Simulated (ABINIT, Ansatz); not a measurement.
Records of electronic-structure calculations.

```
A GW chain in ABINIT: MgO (Periclase)
1.0
     0.00000    2.10850    2.10850
     2.10850    0.00000    2.10850
     2.10850    2.10850    0.00000
Mg O
1 1
Direct
  0.00000 0.00000 0.00000
  0.50000 0.50000 0.50000
# method: RPA screening on PBE, plane waves, norm-conserving pseudopotentials (and 2 further levels or steps)
# program: ABINIT 10.8.3
# settings: cutoff 38 Ha, PseudoDojo scalar-relativistic 0.4.1 standard, norm-conserving, ngkpt (8, 8, 8), nband 348, ecuteps 16 Ha, inclvkb 2, shiftk (0, 0, 0), symchi 1, awtr 1, frequency ppm, 8×8×8 k-mesh
# cost: 5 runs, 17 min in all on 8 MPI ranks of Arm Neoverse V2, shared host
# notes: The database entry behind the starting cell differs from other determinations of this structure. The program’s warnings: nkpt*nsppol () is not a multiple of nproc spkpt (). The cell and positions come from the Crystallography Open Database and are kept as given unless a step says otherwise.
# PBE gap: 4.73 eV, direct
# G0W0 gap on the mesh: 7.12 eV
# GW settings: 8×8×8 mesh, 348 bands, screening to 435.4 eV, Godby-Needs plasmon pole
# known limits: short of the basis limit
```

[Long decimals in the printed logs are rounded to 6 places.]

[Logs are printed without paths, hosts, clocks, repeated set-up lines and the standing remarks that a program may print on its own settings, such as how far it seeks lower states.]

[Paths, hosts, dates, memory and timing lines, banners, echoed tables and standing remarks are left out of the program output; an Ansatz launch command may be rebuilt from the run's recorded settings. Measured values are a selection of at most five: reports struck by readers or far from the other reports are left out. None is set beside runs whose start may be inverted or whose files or cutoffs have a known fault.]

[Runs of the session that timed out or met a known fault of the program may be left out.]

[Hosts, paths, dates, database ids (printed as entryN), source tags and the programs' standing remarks are cut or masked in the printed files.]

[G0W0 gaps are taken among the corrected bands and points alone; a level outside them can change the order at an edge.]

[Where Ansatz stands beside ABINIT at settings called matched, ABINIT's density can come from a denser mesh and the files from another edition; pairs whose starting gaps differed by over 0.03 eV were left out, so agreement reads better than it is.]
